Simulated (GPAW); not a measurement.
# AlCo: optical spectrum from first principles, part 2 of 2

Aim: the dielectric function of AlCo, and the optical constants that follow from it.

GPAW 26.7.0; DFT, PBE, plane-wave PAW (GPAW data sets), scalar-relativistic, RPA, optical limit.

So far. Step 2 (Ground state): There are states at the Fermi level within the smearing, so the occupations stay smeared and the carriers get a Drude term.

## Step 4: Dielectric function, RPA (continued)

Sum at mesh points, not converged in k. Table of Im ε, E ∥ x by photon energy; read off at these points:

photon energy (eV), Im ε, E ∥ x and a bar:
```
    0.500       26.2 ##########################
    0.750       22.4 ######################
    0.911       30.2 ##############################
    1.000       29.1 #############################
    1.250       21.9 ######################
    1.500       17.9 #################
    1.750       13.7 #############
    2.000       13.9 #############
    2.250       11.4 ###########
    2.500        9.9 #########
    2.750        8.3 ########
    3.000        7.5 #######
    3.250        6.1 #####
    3.500        4.7 ####
    3.750        4.9 ####
    4.000        4.7 ####
    4.250        5.1 ####
    4.500        6.0 #####
    4.750        9.0 ########
    5.000       13.5 #############
    5.250       11.1 ##########
    5.500        8.9 ########
    5.750        8.0 #######
    6.000        8.7 ########
    6.250        9.8 #########
    6.500       10.3 ##########
    6.750        8.5 ########
    7.000        9.1 ########
    7.250        7.9 #######
    7.500        7.0 ######
    7.750        5.5 #####
    8.000        5.2 ####
    8.250        5.5 #####
    8.500        6.1 #####
    8.750        5.9 #####
    9.000        4.8 ####
    9.250        4.1 ###
    9.500        4.1 ###
    9.750        3.8 ###
   10.000        3.0 ##
   10.250        2.8 ##
   10.500        2.4 #
   10.750        2.5 ##
   11.000        2.6 ##
   11.250        2.2 #
   11.500        1.8 #
   11.750        1.8 #
   12.000        1.6 #
   12.250        1.6 #
   12.500        1.5 #
   12.750        1.2 
   13.000        1.1 
   13.250        1.0 
   13.500        1.0 
   13.750        0.9
```

Values under 1 per cm are given as 1; sum at mesh points, not converged in k. The absorption coefficient, E ∥ x by photon energy:

| photon energy (eV) | absorption coefficient, E ∥ x (1/cm) |
| --- | --- |
| 0.492 | 2.8e5 |
| 1.010 | 3.8e5 |
| 1.486 | 4.6e5 |
| 1.985 | 5.1e5 |
| 2.508 | 5.6e5 |
| 3.018 | 5.4e5 |
| 3.510 | 4.1e5 |
| 3.980 | 4.0e5 |
| 4.516 | 4.8e5 |
| 4.981 | 1.0e6 |
| 5.515 | 1.1e6 |
| 6.021 | 1.1e6 |
| 6.494 | 1.5e6 |
| 6.985 | 1.6e6 |
| 7.496 | 1.8e6 |
| 8.026 | 1.5e6 |
| 8.516 | 1.7e6 |
| 9.023 | 1.9e6 |
| 9.483 | 1.8e6 |
| 10.026 | 1.8e6 |
| 10.519 | 1.7e6 |
| 11.029 | 1.8e6 |
| 11.479 | 1.8e6 |
| 12.023 | 1.7e6 |
| 12.504 | 1.7e6 |
| 13.000 | 1.6e6 |
| 13.512 | 1.5e6 |

The Im ε, E ∥ x has structure finer than the step of the table below, so its rows give means over 0.5 eV, whole bins alone (the curve runs from 0.305 to 14.0 eV). Peaks (eV: height): without local fields 0.91: 30.2, 5.03: 13.9; with local fields 0.91: 30.2, 5.03: 13.7.

Sum at mesh points, not converged in k. Table of Im ε, E ∥ x by photon energy; means over each step:

| photon energy (eV) | without local fields | with local fields |
| --- | --- | --- |
| 1.0 | 26.6 | 26.6 |
| 1.5 | 17.7 | 17.6 |
| 2.0 | 13.3 | 13.1 |
| 2.5 | 10.1 | 9.97 |
| 3.0 | 7.49 | 7.43 |
| 3.5 | 5.06 | 5.01 |
| 4.0 | 4.91 | 4.85 |
| 4.5 | 6.46 | 6.37 |
| 5.0 | 12.3 | 12.1 |
| 5.5 | 9.09 | 9.04 |
| 6.0 | 8.91 | 8.87 |
| 6.5 | 9.76 | 9.74 |
| 7.0 | 8.71 | 8.61 |
| 7.5 | 7.13 | 6.85 |
| 8.0 | 5.62 | 5.32 |
| 8.5 | 6.28 | 5.95 |
| 9.0 | 4.96 | 4.88 |
| 9.5 | 4.10 | 4.04 |
| 10.0 | 3.13 | 3.12 |
| 10.5 | 2.50 | 2.46 |
| 11.0 | 2.53 | 2.52 |
| 11.5 | 1.89 | 1.88 |
| 12.0 | 1.67 | 1.65 |
| 12.5 | 1.46 | 1.45 |
| 13.0 | 1.08 | 1.08 |
| 13.5 | 0.998 | 0.987 |

The reflectivity at normal incidence, E ∥ x has structure finer than the step of the table below, so its rows give means over 0.5 eV, whole bins alone (the curve runs from 0.305 to 14.0 eV). Peaks (eV: height): 1.04: 58.7, 5.12: 43.5, 7.50: 48.4, 9.02: 48.3, 9.82: 51.3, 11.33: 50.7, 12.75: 51.6.

Sum at mesh points, not converged in k. Reflectivity at normal incidence, E ∥ x against photon energy; means over each step:

| photon energy (eV) | reflectivity at normal incidence, E ∥ x (%) |
| --- | --- |
| 1.0 | 56.9 |
| 1.5 | 52.1 |
| 2.0 | 45.7 |
| 2.5 | 41.4 |
| 3.0 | 34.6 |
| 3.5 | 24.7 |
| 4.0 | 23.8 |
| 4.5 | 29.4 |
| 5.0 | 40.9 |
| 5.5 | 37.9 |
| 6.0 | 36.0 |
| 6.5 | 41.5 |
| 7.0 | 43.2 |
| 7.5 | 46.4 |
| 8.0 | 39.9 |
| 8.5 | 40.7 |
| 9.0 | 47.7 |
| 9.5 | 46.2 |
| 10.0 | 49.9 |
| 10.5 | 47.4 |
| 11.0 | 45.0 |
| 11.5 | 49.2 |
| 12.0 | 46.8 |
| 12.5 | 48.3 |
| 13.0 | 49.3 |
| 13.5 | 45.1 |

Sum at mesh points, not converged in k. Table of loss function −Im 1/ε at q → 0, E ∥ x by energy loss; read off at these points:

| energy loss (eV) | loss function −Im 1/ε at q → 0, E ∥ x |
| --- | --- |
| 0.500 | 0.0196 |
| 0.750 | 0.0422 |
| 1.000 | 0.0343 |
| 1.250 | 0.0456 |
| 1.500 | 0.0558 |
| 1.750 | 0.0729 |
| 2.000 | 0.0719 |
| 2.250 | 0.0878 |
| 2.500 | 0.101 |
| 2.750 | 0.120 |
| 3.000 | 0.129 |
| 3.250 | 0.161 |
| 3.385 | 0.179 |
| 3.500 | 0.158 |
| 3.750 | 0.126 |
| 4.000 | 0.107 |
| 4.250 | 0.0828 |
| 4.500 | 0.0655 |
| 4.750 | 0.0568 |
| 5.000 | 0.0629 |
| 5.250 | 0.0896 |
| 5.500 | 0.111 |
| 5.750 | 0.115 |
| 6.000 | 0.108 |
| 6.250 | 0.0985 |
| 6.500 | 0.0968 |
| 6.750 | 0.116 |
| 7.000 | 0.108 |
| 7.250 | 0.119 |
| 7.500 | 0.119 |
| 7.750 | 0.155 |
| 8.000 | 0.180 |
| 8.250 | 0.172 |
| 8.500 | 0.156 |
| 8.750 | 0.141 |
| 9.000 | 0.151 |
| 9.250 | 0.171 |
| 9.500 | 0.188 |
| 9.750 | 0.164 |
| 10.000 | 0.193 |
| 10.250 | 0.200 |
| 10.500 | 0.238 |
| 10.750 | 0.271 |
| 11.000 | 0.254 |
| 11.250 | 0.232 |
| 11.500 | 0.265 |
| 11.750 | 0.300 |
| 12.000 | 0.317 |
| 12.250 | 0.338 |
| 12.500 | 0.329 |
| 12.750 | 0.333 |
| 13.000 | 0.409 |
| 13.250 | 0.459 |
| 13.500 | 0.515 |
| 13.750 | 0.545 |

From ε follow the optical constants at some laser and lamp lines:

| wavelength (nm) | n | k | R (%) | 1/α |
| --- | --- | --- | --- | --- |
| 1064 | 3.38 | 3.494 | 56.9 | 24 nm |
| 633 | 2.76 | 2.517 | 46.1 | 20 nm |
| 532 | 2.42 | 2.308 | 43.1 | 18 nm |
| 450 | 2.10 | 1.963 | 37.6 | 18 nm |
| 405 | 2.12 | 1.778 | 34.2 | 18 nm |
| 365 | 1.89 | 1.306 | 24.8 | 22 nm |
| 308 | 2.40 | 0.967 | 23.2 | 25 nm |

In reflection the computed colour is faintly yellow: x = 0.328, y = 0.347, luminous reflectivity 44 %.

## Step 5: What came out

In words: At this level (PBE, RPA) AlCo is a metal. The mesh is too coarse to trust the carriers' weight, the reflectivity or the colour to better than tens of per cent. In reflection the computed colour is faintly yellow: x = 0.328, y = 0.347, luminous reflectivity 44 %. The carriers' damping of 0.05 eV is typed, not computed; it shapes the response at the lowest energies. The run has no spin polarisation; magnetic order or correlation, untested here, could change the spectrum. In this version of GPAW the matrix elements of the optical limit are incomplete, which can lower ε − 1 by up to a tenth where first-row anions or d states rule, and shift it by more in d metals. GPAW's carrier term has the form −ωp²/(ω + i·rate)², which damps like twice the rate and fails at low energy, so the curves leave the lowest energies out. The sum runs over mesh points 0.15 Å⁻¹ apart with no interpolation, so peaks are partly noise of the mesh, and the Drude plasma energy, a sum over the Fermi surface, isn't converged.

[Machine, clock and banner lines and Python warnings are left out of the logs.]

[Logs are printed without paths, hosts, clocks, repeated set-up lines and the standing remarks that a program may print on its own settings, such as how far it seeks lower states.]

[Hosts, paths, dates, database ids (printed as entryN), source tags and the programs' standing remarks are cut or masked in the printed files.]
